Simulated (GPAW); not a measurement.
## SnO2 (Pnnm): G0W0 on several meshes in GPAW

Wanted: mesh dependence and cost of G0W0 for SnO2 (Pnnm).

Calculated with GPAW 26.7.0; LDA and many-body steps on it, plane waves.

### Step 1. Set-up

The structure is orthorhombic, space group Pnnm (No. 58). Conventional cell: a = 4.788 Å, b = 4.867 Å, c = 3.241 Å, α = 90.00°, β = 90.00°, γ = 90.00°. Nearest to Sn lie 6 O at 2.09 to 2.10 Å. Nearest to O lie 3 Sn at 2.09 to 2.10 Å. Farther neighbours and most contacts between anions are not listed.

As a file:

```
Sn O
1.0
     4.78800    0.00000    0.00000
     0.00000    4.86658    0.00000
     0.00000    0.00000    3.24090
Sn O
2 4
Cartesian
  2.3940 2.4333 1.6204
  0.0000 0.0000 0.0000
  1.3974 1.5624 0.0000
  3.7914 0.8709 1.6204
  0.9966 3.9957 1.6204
  3.3906 3.3042 0.0000
```

The cell and positions are those that the Materials Project relaxed with its own functionals (PBE, PBE+U or r2SCAN), kept fixed. This is not the form that SnO2 usually takes at ambient conditions.

### Step 2. Empty states on the mesh, 2×2×4 mesh, 264 bands

This step: GPAW 26.7.0; DFT, LDA, plane waves, PAW.

The sums over transitions need many empty states on a uniform mesh; this step solves for them.

run.py reads:

```python
import json
import numpy as np
from gpaw.mpi import world
from gpaw import GPAW

calc = GPAW('gs.gpw').fixed_density(kpts={'size': (2, 2, 4), 'gamma': True},
    parallel={'domain': 1, 'band': 1},
    txt='nscf.txt')
calc.diagonalize_full_hamiltonian(nbands=264)
calc.write('full.gpw', mode='all')
res = {}
kpts = calc.get_ibz_k_points()
res['kpts'] = kpts
res['eigenvalues'] = [calc.get_eigenvalues(kpt=k) for k in range(len(kpts))]
res['n_electrons'] = calc.get_number_of_electrons()

if world.rank == 0:
    with open('result.json', 'w') as f:
        json.dump(res, f, default=lambda x: x.tolist())
```

Launch:

```sh
$ mpirun -n 4 gpaw python run.py
```

Numbers of over 12 decimals in the logs are rounded to 6 here.

What it wrote:

```text
Diagonalizing LCAO Hamiltonian
Converting LCAO to pw mode
convergence criteria:
- Maximum integral of absolute [eigenst]ate change: 4e-08 eV^2 / valence electron
maximum number of iterations: 100

SCF iterations
|iter     |     time |      energy | eigst |  dens |
|iter:   1|  |             | +0.79 |       |
|iter:   2|  |             | -0.95 |       |
|iter:   3|  |             | -1.94 |       |
[...]
|iter:  11|  |             | -6.86 |       |
|iter:  12|  |             | -7.21 |       |
|iter:  13|  |             | -7.42c|       |
SCF steps: 13
  __  _  _
 | _ |_)|_||  |
 |__||  | ||/\| - 26.7.0

Input parameters:
  mode=PW(ecut=600.0),
  convergence={'density': 1e-06, 'bands': -3},
  gpts=array([28, 28, 20]),
  kpts=MonkhorstPack(size=(2, 2, 4), gamma=True),
  maxiter=100,
  nbands=35,
  occupations=Occupations(name='fermi-dirac', width=0.001, fixmagmom=False),
  parallel={'domain': 1, 'band': 1},
  xc=XC(name='LDA')
Matrix size: 2545x2545
# Writing to full.gpw (mode='all')
  [... matrices ...]

timing:  # [seconds]
  Total: 40.385  # ━━━━━━━━━━━━━━━━━━━━━━━━━━━━━━━━━━━━━━━━━━━━━━━━━━━━━━━━━━
```

Wall time 47 s (4 MPI ranks of Arm Neoverse V2, shared host); peak memory 2.8 GiB; 3.1 min of CPU time.

Numbers from this step:

```yaml
gap: 0.7005 eV
k_of_the_valence_top: 0, 0, 0
k_of_the_conduction_bottom: 0, 0, 0
least_direct_gap: 0.7005 eV
k_points_computed: 12
lowest_point_of_the_top_converged_band_above_the_valence_top: 114.3178 eV
```

On this mesh the gap is 0.701 eV.

### Step 3. 2×2×4

Now the one-shot GW correction: screening in the RPA, then the self-energy of the levels asked for.

This step: G0W0 on LDA, plane waves, PAW.

run.py reads:

```python
import json
import numpy as np
from gpaw.mpi import world
from gpaw.response.g0w0 import G0W0

gw = G0W0('full.gpw',
    filename='gw',
    kpts=[0],
    bands=(24, 28),
    ecut=78,
    nbands=118,
    integrate_gamma='WS',
    ppa=True)
gw.calculate()
res = {mode: {k: v for k, v in r.items() if k != 'sigma_eskwn'}
       for mode, r in gw.all_results.items()}

if world.rank == 0:
    with open('result.json', 'w') as f:
        json.dump(res, f, default=lambda x: x.tolist())
```

Launch:

```sh
$ mpirun -n 4 gpaw python run.py
```

What it wrote:

```text
Using integrator: PointIntegrator
FrequencyGridDescriptor(from 0.000+0.000j to 0.000+27.211j eV, 2 points)
Nonperiodic BCs:  [False False False]
Using integrator: PointIntegrator
FrequencyGridDescriptor(from 0.000+0.000j to 0.000+27.211j eV, 2 points)
Nonperiodic BCs:  [False False False]
  ___  _ _ _
 |   || | | |
 | | || | | |
 |__ ||_____|
 |___|

BZ k-points: Symmetries present (total): 4

  [... matrices ...]
16 k-points: 2 x 2 x 4 Monkhorst-Pack grid + [1/4,1/4,1/8]
12 k-points in the irreducible part of the Brillouin zone
       k-points in crystal coordinates                weights
   0:     0.00000000    0.00000000    0.00000000          1/16
   1:     0.00000000    0.00000000    0.25000000          2/16
   2:     0.00000000    0.00000000    0.50000000          1/16
   3:     0.00000000    0.50000000    0.00000000          1/16
   4:     0.00000000    0.50000000    0.25000000          2/16
   5:     0.00000000    0.50000000    0.50000000          1/16
   6:     0.50000000    0.00000000    0.00000000          1/16
   7:     0.50000000    0.00000000    0.25000000          2/16
   8:     0.50000000    0.00000000    0.50000000          1/16
   9:     0.50000000    0.50000000    0.00000000          1/16
          ...
  11:     0.50000000    0.50000000    0.50000000          1/16

Distributing spins, k-points and bands (1 x 1 x 4) over 4 processes
Number of blocks: 1

Quasi particle states:
k-points (IBZ indices): [0]
Band range: (24, 28)
  [... matrices ...]
Computational parameters:
Plane wave cut-off: 78 eV
Number of bands: 118
Coulomb cutoff: None
Broadening: 0.1 eV

fxc modes: GW
Kernel: RPA
Using Godby-Needs plasmon-pole approximation:
  Fitting energy: i*E0, E0 = 1.000 Hartree
Summing all q:

Calculating screened Coulomb potential
No Coulomb truncation
FrequencyGridDescriptor(from 0.000+0.000j to 0.000+27.211j eV, 2 points)
Removing empty qpoint cache files...

Calculating chi0 body with:
    Ground state adapter containing:
    Number of spins: 1
    Number of kpoints: 16
    Number of irreducible kpoints: 12
    Number of completely occupied states: 26
    Number of partially occupied states: 26
    Occupied states memory: 6.220703125 M / cpu

    Linear response parametrization:
    q_c: [0.0, 0.0, 0.0]
    Number of frequency points: 2
    Planewave cutoff: 78.0
    Number of bands: 118
    Number of planewaves: 113
    Broadening (eta): 1e-06
    comm.size: 4
    kncomm.size: 4
    blockcomm.size: 1

    Memory estimate of potentially large arrays:
        chi0_wGG: 0.389679 M / cpu
Integrating chi0 body.

Symmetries of q_c:
    Direct symmetries (Uq -> q): 4
    Indirect symmetries (TUq -> q): 0
In total 4 allowed symmetries.

  [... matrices ...]
12 groups of equivalent kpoints. 25.0% reduction.

Integral kind: response function
Integrating chi0 head and wings.

Symmetries of q_c:
    Direct symmetries (Uq -> q): 4
    Indirect symmetries (TUq -> q): 0
In total 4 allowed symmetries.

  [... matrices ...]
12 groups of equivalent kpoints. 25.0% reduction.

Integral kind: response function wings

Calculating chi0 body with:
    Ground state adapter containing:
    Number of spins: 1
    Number of kpoints: 16
    Number of irreducible kpoints: 12
    Number of completely occupied states: 26
    Number of partially occupied states: 26
    Occupied states memory: 6.220703125 M / cpu

    Linear response parametrization:
[... the further q-points ...]

Results:
f:      Occupation numbers
eps:     KS-eigenvalues [eV]
vxc:     KS vxc [eV]
exx:     Exact exchange [eV]
sigma:   Self-energies [eV]
dsigma:  Self-energy derivatives
Z:       Renormalization factors
qp:      QP-energies [eV]

k-point 0 (0): (0.000, 0.000, 0.000)                GW
band       f     eps     vxc     exx   sigma  dsigma       Z      qp
                                                                   GW
  24   1.000   4.367 -20.781 -26.236   5.305  -0.309   0.764   4.253
  25   1.000   4.990 -20.952 -26.183   5.105  -0.299   0.770   4.893
  26   0.000   5.690 -19.117 -15.379  -2.296  -0.224   0.817   6.868
  27   0.000  10.519 -18.634 -12.527  -3.826  -0.218   0.821  12.392
```

The job ended after 24 s (4 MPI ranks; peak memory 1.3 GiB).

This step gave:

| Property | Result |
| --- | --- |
| G0W0 gap on the points computed | 1.975 eV |
| least direct G0W0 gap on the computed points | 1.975 eV |
| Z at the valence top | 0.7696 |
| Z at the conduction bottom | 0.8169 |
| starting gap on the mesh | 0.7005 eV |
| k of the valence top | 0, 0, 0 |
| k of the conduction bottom | 0, 0, 0 |

The gap on the mesh goes from 0.70 eV to 1.97 eV, a correction of +1.27 eV.

### Step 4. Empty states on the mesh, 2×2×2 mesh, 128 bands

This step: DFT, LDA, plane waves, PAW.

run.py reads:

```python
import json
import numpy as np
from gpaw.mpi import world
from gpaw import GPAW

calc = GPAW('gs.gpw').fixed_density(kpts={'size': (2, 2, 2), 'gamma': True},
    nbands=149,
    convergence={'bands': 128},
    txt='nscf.txt')
calc.write('full.gpw', mode='all')
res = {}
kpts = calc.get_ibz_k_points()
res['kpts'] = kpts
res['eigenvalues'] = [calc.get_eigenvalues(kpt=k) for k in range(len(kpts))]
res['n_electrons'] = calc.get_number_of_electrons()

if world.rank == 0:
    with open('result.json', 'w') as f:
        json.dump(res, f, default=lambda x: x.tolist())
```

Launch:

```sh
$ mpirun -n 4 gpaw python run.py
```

What it wrote:

```text
Diagonalizing LCAO Hamiltonian
Converting LCAO to pw mode
convergence criteria:
- Maximum integral of absolute [eigenst]ate change: 4e-08 eV^2 / valence electron
maximum number of iterations: 100

SCF iterations
|iter     |     time |      energy | eigst |  dens |
|iter:   1|  |             | +3.97 |       |
|iter:   2|  |             | +2.71 |       |
|iter:   3|  |             | +1.58 |       |
[...]
|iter:  13|  |             | -6.87 |       |
|iter:  14|  |             | -7.32 |       |
|iter:  15|  |             | -7.78c|       |
SCF steps: 15
  __  _  _
 | _ |_)|_||  |
 |__||  | ||/\| - 26.7.0

Input parameters:
  mode=PW(ecut=600.0),
  convergence={'bands': 128},
  gpts=array([28, 28, 20]),
  kpts=MonkhorstPack(size=(2, 2, 2), gamma=True),
  maxiter=100,
  nbands=149,
  occupations=Occupations(name='fermi-dirac', width=0.001, fixmagmom=False),
  parallel={},
  xc=XC(name='LDA')
# Writing to full.gpw (mode='all')
  [... matrices ...]

timing:  # [seconds]
  Total: 0.047  # ━━━━━━━━━━━━━━━━━━━━━━━━━━━━━━━━━━━━━━━━━━━━━━━━━━━━━━━━━━━
```

The job ended after 21 s (4 MPI ranks; peak memory 0.88 GiB; 83 s of CPU time).

Numbers from this step:

| Quantity | Value |
| --- | --- |
| gap | 0.7005 eV |
| k of the valence top | 0, 0, 0 |
| k of the conduction bottom | 0, 0, 0 |
| least direct gap | 0.7005 eV |
| k points computed | 8 |
| lowest point of the top converged band, above the valence top | 62.7454 eV |

On this mesh the gap is 0.701 eV.

### Step 5. 2×2×2

This step: G0W0 on LDA, plane waves, PAW.

run.py reads:

```python
import json
import numpy as np
from gpaw.mpi import world
from gpaw.response.g0w0 import G0W0

gw = G0W0('full.gpw',
    filename='gw',
    kpts=[0],
    bands=(24, 28),
    ecut=78,
    nbands=118,
    integrate_gamma='WS',
    ppa=True)
gw.calculate()
res = {mode: {k: v for k, v in r.items() if k != 'sigma_eskwn'}
       for mode, r in gw.all_results.items()}

if world.rank == 0:
    with open('result.json', 'w') as f:
        json.dump(res, f, default=lambda x: x.tolist())
```

Launch:

```sh
$ mpirun -n 4 gpaw python run.py
```

What it wrote:

```text
Using integrator: PointIntegrator
FrequencyGridDescriptor(from 0.000+0.000j to 0.000+27.211j eV, 2 points)
Nonperiodic BCs:  [False False False]
Using integrator: PointIntegrator
FrequencyGridDescriptor(from 0.000+0.000j to 0.000+27.211j eV, 2 points)
Nonperiodic BCs:  [False False False]
  ___  _ _ _
 |   || | | |
 | | || | | |
 |__ ||_____|
 |___|

BZ k-points: Symmetries present (total): 4

  [... matrices ...]
8 k-points: 2 x 2 x 2 Monkhorst-Pack grid + [1/4,1/4,1/4]
8 k-points in the irreducible part of the Brillouin zone
       k-points in crystal coordinates                weights
   0:     0.00000000    0.00000000    0.00000000          1/8
   1:     0.00000000    0.00000000    0.50000000          1/8
   2:     0.00000000    0.50000000    0.00000000          1/8
[...]
6:     0.50000000    0.50000000    0.00000000          1/8
   7:     0.50000000    0.50000000    0.50000000          1/8

Distributing spins, k-points and bands (1 x 1 x 4) over 4 processes
Number of blocks: 1

Quasi particle states:
k-points (IBZ indices): [0]
Band range: (24, 28)
  [... matrices ...]
Computational parameters:
Plane wave cut-off: 78 eV
Number of bands: 118
Coulomb cutoff: None
Broadening: 0.1 eV

fxc modes: GW
Kernel: RPA
Using Godby-Needs plasmon-pole approximation:
  Fitting energy: i*E0, E0 = 1.000 Hartree
Summing all q:

Calculating screened Coulomb potential
No Coulomb truncation
FrequencyGridDescriptor(from 0.000+0.000j to 0.000+27.211j eV, 2 points)
Removing empty qpoint cache files...

Calculating chi0 body with:
    Ground state adapter containing:
    Number of spins: 1
    Number of kpoints: 8
    Number of irreducible kpoints: 8
    Number of completely occupied states: 26
    Number of partially occupied states: 26
    Occupied states memory: 6.220703125 M / cpu

    Linear response parametrization:
    q_c: [0.0, 0.0, 0.0]
    Number of frequency points: 2
    Planewave cutoff: 78.0
    Number of bands: 118
    Number of planewaves: 113
    Broadening (eta): 1e-06
    comm.size: 4
    kncomm.size: 4
    blockcomm.size: 1

    Memory estimate of potentially large arrays:
        chi0_wGG: 0.389679 M / cpu
Integrating chi0 body.

Symmetries of q_c:
    Direct symmetries (Uq -> q): 4
    Indirect symmetries (TUq -> q): 0
In total 4 allowed symmetries.

  [... matrices ...]
8 groups of equivalent kpoints. 0.0% reduction.

Integral kind: response function
Integrating chi0 head and wings.

Symmetries of q_c:
    Direct symmetries (Uq -> q): 4
    Indirect symmetries (TUq -> q): 0
In total 4 allowed symmetries.

  [... matrices ...]
8 groups of equivalent kpoints. 0.0% reduction.

Integral kind: response function wings

Calculating chi0 body with:
    Ground state adapter containing:
    Number of spins: 1
    Number of kpoints: 8
    Number of irreducible kpoints: 8
    Number of completely occupied states: 26
    Number of partially occupied states: 26
    Occupied states memory: 6.220703125 M / cpu

    Linear response parametrization:
[... the further q-points ...]

Results:
f:      Occupation numbers
eps:     KS-eigenvalues [eV]
vxc:     KS vxc [eV]
exx:     Exact exchange [eV]
sigma:   Self-energies [eV]
dsigma:  Self-energy derivatives
Z:       Renormalization factors
qp:      QP-energies [eV]

k-point 0 (0): (0.000, 0.000, 0.000)                GW
band       f     eps     vxc     exx   sigma  dsigma       Z      qp
                                                                   GW
  24   1.000   4.367 -20.781 -26.138   5.347  -0.318   0.759   4.359
  25   1.000   4.990 -20.952 -26.167   5.202  -0.307   0.765   4.980
  26   0.000   5.690 -19.117 -15.032  -2.649  -0.233   0.811   6.855
  27   0.000  10.519 -18.634 -12.305  -4.086  -0.247   0.802  12.317
```

The job ended after 12 s (4 MPI ranks; peak memory 1.2 GiB).

This step gave:

```
G0W0 gap on the points computed              : 1.875 eV
least direct G0W0 gap on the computed points : 1.875 eV
Z at the valence top                         : 0.7648
Z at the conduction bottom                   : 0.8110
starting gap on the mesh                     : 0.7005 eV
k of the valence top                         : 0, 0, 0
k of the conduction bottom                   : 0, 0, 0
```

Against G0W0 in GPAW (2×2×4 mesh, 118 bands, screening to 78 eV, Godby-Needs plasmon pole), the gap moves by −0.100 eV.

### Step 6. The runs together

Times are wall times on 4 MPI ranks of Arm Neoverse V2, shared host, good to a factor of about two.

| run | mesh | bands | screening cutoff (eV) | DFT gap (eV) | gap on the mesh (eV) | direct (eV) | time |
| --- | --- | --- | --- | --- | --- | --- | --- |
| 2×2×4 | 2×2×4 | 118 | 78 | 0.701 | 1.975 | 1.975 | 24 s |
| 2×2×2 | 2×2×2 | 118 | 78 | 0.701 | 1.875 | 1.875 | 12 s |

### Step 7. Results

```
2×2×4        : 1.975 eV
2×2×2        : 1.875 eV
known limits : not at the basis limit; no spin-orbit coupling; coarse k mesh
```

In words: 2×2×2: −0.100 eV against 2×2×4. Bands and cutoff are finite, so the gap is not at the basis limit. The miss can reach some tenths of an eV and take either sign; the mesh is an error of its own. These stock PAW sets were not made for GW. In the G0W0 runs levels were corrected at 1 k point alone, so a gap called «on the mesh» is the least over those, and an edge elsewhere would be missed. The 2×2×4 mesh is coarse for this cell, which bears on the long-range parts of exchange and screening. Mesh or cutoff lie under what a gap needs, so these runs test behaviour and cost; their gaps are not to be quoted. The many-body steps are scalar-relativistic: spin-orbit coupling is not in them.

[Paths, hosts, dates, memory and timing lines, banners, echoed tables and standing remarks are left out of the program output.]

[Logs are printed without paths, hosts, clocks, repeated set-up lines and the standing remarks that a program may print on its own settings, such as how far it seeks lower states.]

[Runs of the session that timed out or met a known fault of the program may be left out.]

[Hosts, paths, dates, database ids (printed as entryN), source tags and the programs' standing remarks are cut or masked in the printed files.]
